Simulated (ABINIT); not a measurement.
# Quasiparticle gap of SrTiO3 (Tausonite) in ABINIT

Wanted: ground state, empty states, screening and self-energy for SrTiO3 (Tausonite).

Program: ABINIT 10.8.3. Level of theory: PBE and many-body steps on it, plane waves. Results are calculated unless marked as measured.

**What was measured.**

- Gap 3.77 eV: direct gap (M0 critical point); spectroscopic ellipsometry, second-derivative fit; 300 K; bulk crystal (commercial single crystal) (“Optical probe of ferroelectric order in bulk and thin film perovskite titanates”, 2013, arxiv:1309.1245).

Report form: the programs' logs are mostly left out.

### 1. The structure

It takes space group Pm-3m (No. 221, cubic). The conventional cell has a = 3.905 Å, b = 3.905 Å, c = 3.905 Å, α = 90.00°, β = 90.00°, γ = 90.00°. Nearest to Sr lie 12 O at 2.76 Å. Ti has 6 O at 1.95 Å nearest. Nearest to O lie 2 Ti at 1.95 Å and 4 Sr at 2.76 Å. Farther neighbours and most contacts between anions are not listed.

The cell and positions come from the Crystallography Open Database and are kept as given unless a step says otherwise.

### 2. Ground state

This step: ABINIT 10.8.3; DFT, PBE, plane waves, norm-conserving pseudopotentials.

The ground-state density comes first.

Input file run.abi:

```
acell 3*1.0 Angstrom
rprim 
  3.905280000000 0.000000000000 0.000000000000
  0.000000000000 3.905280000000 0.000000000000
  0.000000000000 0.000000000000 3.905280000000
ntypat 3
znucl 38 22 8
natom 5
typat 1 2 3 3 3
xred 
  0.500000000000 0.500000000000 0.500000000000
  0.000000000000 0.000000000000 0.000000000000
  0.500000000000 0.000000000000 0.000000000000
  0.000000000000 0.500000000000 0.000000000000
  0.000000000000 0.000000000000 0.500000000000
pp_dirpath "pseudos"
pseudos "Sr.upf, Ti.upf, O.upf"
ecut 38
ngkpt 6 6 6
nshiftk 1
shiftk 0 0 0
kptopt 1
chksymbreak 0
nband 26
occopt 1
tolvrs 1e-10
nstep 60
prtwf 0
optforces 0
optstress 0
indata_prefix "in"
outdata_prefix "out"
tmpdata_prefix "tmp"
```

Command:

```bash
OMP_NUM_THREADS=1 mpirun -n 8 abinit run.abi > log
```

Elapsed: 54 s, on 8 MPI ranks of Intel Xeon Platinum 8375C at 2.90GHz (Ice Lake), shared host; peak memory 0.74 GiB; 6.6 min of CPU time.

This step gave:

- total energy: -3905.9454 eV
- gap: 1.908 eV
- k of the valence top: 0.5, 0.5, 0.5
- k of the conduction bottom: 0, 0, 0
- least direct gap: 2.263 eV

The gap is indirect, with the least direct gap 0.36 eV higher.

### 3. Empty states on the mesh, 4×4×4 mesh, 184 bands

The sums over transitions need many empty states on a uniform mesh; this step solves for them.

Edit run.abi of step 2 so:

```diff
@@ -18,3 +18,3 @@
 ecut 38
-ngkpt 6 6 6
+ngkpt 4 4 4
 nshiftk 1
@@ -23,9 +23,10 @@
 chksymbreak 0
-nband 26
+irdden 1
+istwfk *1
+nband 184
+prtvol 0
+optdriver 6
+gwr_task "HDIAGO"
+paral_kgb 0
 occopt 1
-tolvrs 1e-10
-nstep 60
-prtwf 0
-optforces 0
-optstress 0
 indata_prefix "in"
```

Run time: 3.7 min. Hardware: 8 MPI ranks; peak memory 9.2 GiB.

This step gave:

```yaml
gap: 1.908 eV
k_of_the_valence_top: 0.5, 0.5, 0.5
k_of_the_conduction_bottom: 0, 0, 0
least_direct_gap: 2.263 eV
k_points_computed: 10
lowest_point_of_the_top_converged_band_above_the_valence_top: 95.6501 eV
```

On this mesh the gap is 1.908 eV.

### 4. Screening, 4×4×4 mesh, 176 bands, screening to 163.3 eV

The RPA dielectric matrix is built and inverted for each q.

This step: RPA screening on PBE, plane waves, norm-conserving pseudopotentials.

Edit run.abi of step 3 so:

```diff
@@ -23,10 +23,11 @@
 chksymbreak 0
-irdden 1
 istwfk *1
-nband 184
-prtvol 0
-optdriver 6
-gwr_task "HDIAGO"
-paral_kgb 0
 occopt 1
+irdwfk 1
+optdriver 3
+nband 176
+ecuteps 6
+inclvkb 2
+awtr 1
+symchi 1
 indata_prefix "in"
```

Elapsed: 2.6 min, on 8 MPI ranks; peak memory 2.4 GiB; 21 min of CPU time.

Numbers from this step:

```
ε∞ with local fields, on this mesh, along the program's q direction : 6.404
the same without local fields                                       : 6.775
plasma frequency                                                    : 30.43 eV
plane waves in the screening matrix                                 : 257
```

Local fields lower ε∞ by 5 %. On a Γ-centred mesh this coarse the value itself is usually too large, while a short band sum pulls it down.

### 5. Self-energy, 4×4×4 mesh, 176 bands, screening to 163.3 eV

The self-energy is evaluated for the states that the input lists, and the levels follow from it, in one-shot runs by the linearised quasiparticle equation.

This step: G0W0 on PBE, plane waves, norm-conserving pseudopotentials.

Edit run.abi of step 4 so:

```diff
@@ -26,8 +26,17 @@
 irdwfk 1
-optdriver 3
+optdriver 4
 nband 176
+gwcalctyp 0
+ecutsigx 38
+symsigma 1
+nkptgw 2
+kptgw 
+  0.5000000000 0.5000000000 0.5000000000
+  0.0000000000 0.0000000000 0.0000000000
+bdgw 
+  18 23
+  18 23
 ecuteps 6
-inclvkb 2
-awtr 1
-symchi 1
+irdscr 1
+ppmodel 1
 indata_prefix "in"
```

It took 20 s on 8 MPI ranks; peak memory 2.1 GiB.

Numbers from this step:

```yaml
g0w0_gap_on_the_points_computed: 3.471 eV
starting_gap_on_the_mesh: 1.908 eV
k_of_the_valence_top: 0.5, 0.5, 0.5
k_of_the_conduction_bottom: 0, 0, 0
z_at_the_valence_top: 0.769
z_at_the_conduction_bottom: 0.782
least_direct_g0w0_gap_on_the_computed_points: 3.837 eV
```

The gap on the mesh goes from 1.91 eV to 3.47 eV, a correction of +1.56 eV.

Limits: finite bands, cutoff and mesh; no spin-orbit coupling; coarse k mesh. v1 is the top filled band, c1 the lowest empty one. Levels before and after the correction, in eV, zero at the valence-band top of each column:

|  | conduction bottom | valence top |
| --- | --- | --- |
| Kohn-Sham | 1.91 | 0.00 |
| G0W0 | 3.47 | 0.00 |

|  | level | energy (eV) |
| --- | --- | --- |
| Kohn-Sham | (0.5 0.5 0.5) v3-v1 | 0.000 |
| Kohn-Sham | (0.5 0.5 0.5) c1-c3 | 4.517 |
| Kohn-Sham | Γ v3-v1 | -0.355 |
| Kohn-Sham | Γ c1-c3 | 1.908 |
| G0W0 | (0.5 0.5 0.5) v3-v1 | 0.000 |
| G0W0 | (0.5 0.5 0.5) c1-c3 | 6.394 |
| G0W0 | Γ v3-v1 | -0.366 |
| G0W0 | Γ c1-c3 | 3.471 |

### 6. Where the time went

Times are wall times on 8 MPI ranks of Intel Xeon Platinum 8375C at 2.90GHz (Ice Lake), shared host, good to a factor of about two.

| step | time | share | memory (GiB) |
| --- | --- | --- | --- |
| ground state | 54 s | 12 % | 0.74 |
| empty states on the mesh | 3.7 min | 49 % | 9.2 |
| screening | 2.6 min | 34 % | 2.4 |
| self-energy | 20 s | 4 % | 2.1 |

### 7. What came out

```
PBE gap              : 1.91 eV, indirect
G0W0 gap on the mesh : 3.47 eV
GW settings          : 4×4×4 mesh, 176 bands, screening to 163.3 eV, Godby-Needs plasmon pole
known limits         : not at the basis limit; no spin-orbit coupling; coarse k mesh
```

What this shows: G0W0 moves the gap on the mesh from 1.91 eV to 3.47 eV (+1.56 eV), with Z of 0.77 and 0.78 at the edges. Local fields lower the RPA ε∞ on this mesh from 6.77 to 6.40; a Γ-centred mesh this coarse tends to raise both, most where the direct gap is narrow, while a short band sum lowers them. Only 2 of the mesh's irreducible points were corrected, so a valley elsewhere could overtake. Against experiment, by G0W0@PBE: the direct gap of 3.84 eV lies +0.07 eV from the measured 3.77 eV (direct, 300 K, 2013). An exciton line or allowed optical edge lies below the quasiparticle gap by the binding energy; a forbidden edge can push the onset above it. The calculation has static nuclei and no excitons; a measured gap holds zero-point and thermal motion, which mostly lowers it. Bands and cutoff are finite, so the gap is not at the basis limit. The miss can reach some tenths of an eV and take either sign; the mesh is an error of its own. In the G0W0 run levels were corrected at 2 k points alone, so a gap called «on the mesh» is the least over those, and an edge elsewhere would be missed. The 4×4×4 mesh is coarse for this cell, which bears on the long-range parts of exchange and screening. This is the ideal cubic cell; many perovskites, halides above all, are cubic only on average, and local tilts or off-centring can widen the gap. The many-body steps are scalar-relativistic: spin-orbit coupling is not in them.

[Paths, hosts, dates, memory and timing lines, banners, echoed tables and standing remarks are left out of the program output.]

[Logs are printed without paths, hosts, clocks, repeated set-up lines and the standing remarks that a program may print on its own settings, such as how far it seeks lower states.]

[Runs of the session that timed out or met a known fault of the program may be left out.]

[Hosts, paths, dates, database ids (printed as entryN), source tags and the programs' standing remarks are cut or masked in the printed files.]

[G0W0 gaps are taken among the corrected bands and points alone; a level outside them can change the order at an edge.]

[Where Ansatz stands beside ABINIT at settings called matched, ABINIT's density can come from a denser mesh and the files from another edition; pairs whose starting gaps differed by over 0.03 eV were left out, so agreement reads better than it is.]
